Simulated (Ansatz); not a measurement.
Planning a run of Ansatz 0.2.0 on TiO2 (Rutile). The input:

```yaml
crystal:
  lattice:
    - [4.5922, 0.0, 0.0]
    - [0.0, 4.5922, 0.0]
    - [0.0, 0.0, 2.9574]
  atoms:
    - { symbol: Ti, position: [0.0, 0.0, 0.0] }
    - { symbol: Ti, position: [0.5, 0.5, 0.5] }
    - { symbol: O, position: [0.30496, 0.30496, 0.0] }
    - { symbol: O, position: [0.19504, 0.80496, 0.5] }
    - { symbol: O, position: [0.69504, 0.69504, 0.0] }
    - { symbol: O, position: [0.80496, 0.19504, 0.5] }
kpoints:
  mp_grid: { grid: [4, 4, 6] }
hamiltonian:
  xc: { exchange: pbe, correlation: pbe, exx: { coeff: 0.9 } }
scf:
  occupations: { method: fixed }
gw:
  n_empty_bands: 260
  ecut_chi: 150
  qp_bands: [v2, c2]
  qp_kpoints: band_edges
  screening: { model: contour_deformation }
```

```sh
ansatz run input.yaml --threads 3 --pin off --max-ram 64512MiB --backend cuda --events-out ev --progress --plain --runs-dir out --devices 1 --max-vram 24GiB  # rebuilt from the run's record
```

Q: How long will it take on 1 × NVIDIA H100 80GB HBM3 (shared by 3 runs) with 3 threads of AMD EPYC 7R13 (Zen 3), shared host, and how much memory?

It took 61 s; on shared hardware allow 31 s to 2 min. Peak host memory was 1.8 GiB. The sizes that set the cost: 1217 plane waves a state, 24 irreducible k points, 284 bands summed, 265 plane waves in the screening and 21 SCF cycles.

The screening grows as filled bands × empty bands × pairs of k points, times the square of the screening basis for the matrix.

[Paths, hosts, dates, memory and timing lines, banners, echoed tables and standing remarks are left out of the program output.]

[Logs are printed without paths, hosts, clocks, repeated set-up lines and the standing remarks that a program may print on its own settings, such as how far it seeks lower states.]

[Runs of the session that timed out or met a known fault of the program may be left out.]

[Cells called generated may have been cut or substituted from an entry of the Crystallography Open Database or the Materials Project.]

[Hosts, paths, dates, database ids (printed as entryN), source tags and the programs' standing remarks are cut or masked in the printed files.]
